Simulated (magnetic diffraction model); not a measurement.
**NdTiMnGe2: what an assumed order does to the neutron pattern**

Space group I-4m2 (no. 119), a = 4.0650 Å, c = 10.9240 Å.

| site | atom | x | y | z |
| --- | --- | --- | --- | --- |
| 2a | Nd | 0 | 0 | 0 |
| 4e | Ge | 0 | 0 | 0.3715 |
| 2d | Mn | 1/2 | 0 | 1/4 |
| 2c | Ti | 0 | 1/2 | 1/4 |

This is a made-up structure (elements placed in a structure type, unrelaxed), so the numbers test the method and describe no known phase.

Only Nd and Mn are taken to order (form factors of Nd3+ and Mn2+); orders and moment sizes are assumed, and not adapted to the symmetry. Radiation: neutrons of λ = 2.36 Å, 3° to 100°; isotropic B of 0.21 Å² (Nd), 0.38 Å² (Ge), 0.29 Å² (Mn) and 0.43 Å² (Ti). The intensities are simulated: I ∝ L Σ (|F_N|² + |F_M⊥|²) for unpolarised neutrons, with F_M = 2.695 fm/μB × Σ f(s) S exp(2πi Q·r) exp(−B s²) at Q = H ± k (one set where k and −k are equivalent), only the part normal to Q counting and L = 1/(sin²θ cos θ). For collinear order S is the moment m, which repeats by lattice and centring translations R with the sign exp(−2πi k·R). Form factors are spin-only for 3d ions and dipole or tabulated for f ions, scattering lengths are Sears's of 1992, and absorption is left out. A label names one of the reflections at its angle. The strongest nuclear line in the range is 100, and lines under 0.2 are left out.

Assume the order k = (1 0 0), collinear moments along [110], 2 μB on Nd and 2.31 μB on Mn; signs + at (0, 0, 0), − at (1/2, 0, 1/4).

Predict the pattern, nuclear and magnetic parts apart.

```
2θ (°)    index  nuclear  magnetic
 12.40  (0 0 1)      0.0      45.5
 24.95  (0 0 2)     35.1       0.0
 33.75  (1 0 0)      0.0       5.4
 36.09  (1 0 1)      4.5       0.0
 37.82  (0 0 3)      0.0       4.2
 42.43  (0 1 2)      0.0       8.7
 48.48  (1 1 0)    100.0       0.0
 50.24  (1 1 1)      0.0       4.6
 51.20  (0 0 4)     11.5       0.0
 51.58  (1 0 3)     73.9       0.0
 62.74  (1 0 4)      0.0       4.2
 63.07  (1 1 3)      0.0       3.4
 65.38  (0 0 5)      0.0       1.1
 70.98  (2 0 0)     16.1       0.0
 72.39  (2 0 1)      0.0       1.8
 75.64  (1 0 5)     33.4       0.0
 76.55  (2 0 2)     20.5       0.0
 80.80  (0 0 6)      7.0       0.0
 80.95  (1 2 0)      0.0       1.4
 82.30  (2 1 1)      2.3       0.0
 83.35  (2 0 3)      0.0       1.6
 85.44  (1 1 5)      0.0       2.0
 86.33  (2 1 2)      0.0       2.6
 90.50  (1 0 6)      0.0       2.0
 92.72  (2 0 4)     20.4       0.0
 93.02  (2 1 3)     67.0       0.0
 98.25  (0 0 7)      0.0       0.5
```

The strongest magnetic line in the range is (0 0 1) at 12.40° (45.5). On top of the Lorentz factor, which all lines share, magnetic lines fade with angle because f falls: for Nd3+ it is 0.98, 0.90, 0.79 and 0.54 at sin θ/λ = 0.1, 0.2, 0.3 and 0.5 Å⁻¹, while nuclear lengths stay constant. The order has no net moment.

[Logs are printed without paths, hosts, clocks, repeated set-up lines and the standing remarks that a program may print on its own settings, such as how far it seeks lower states.]
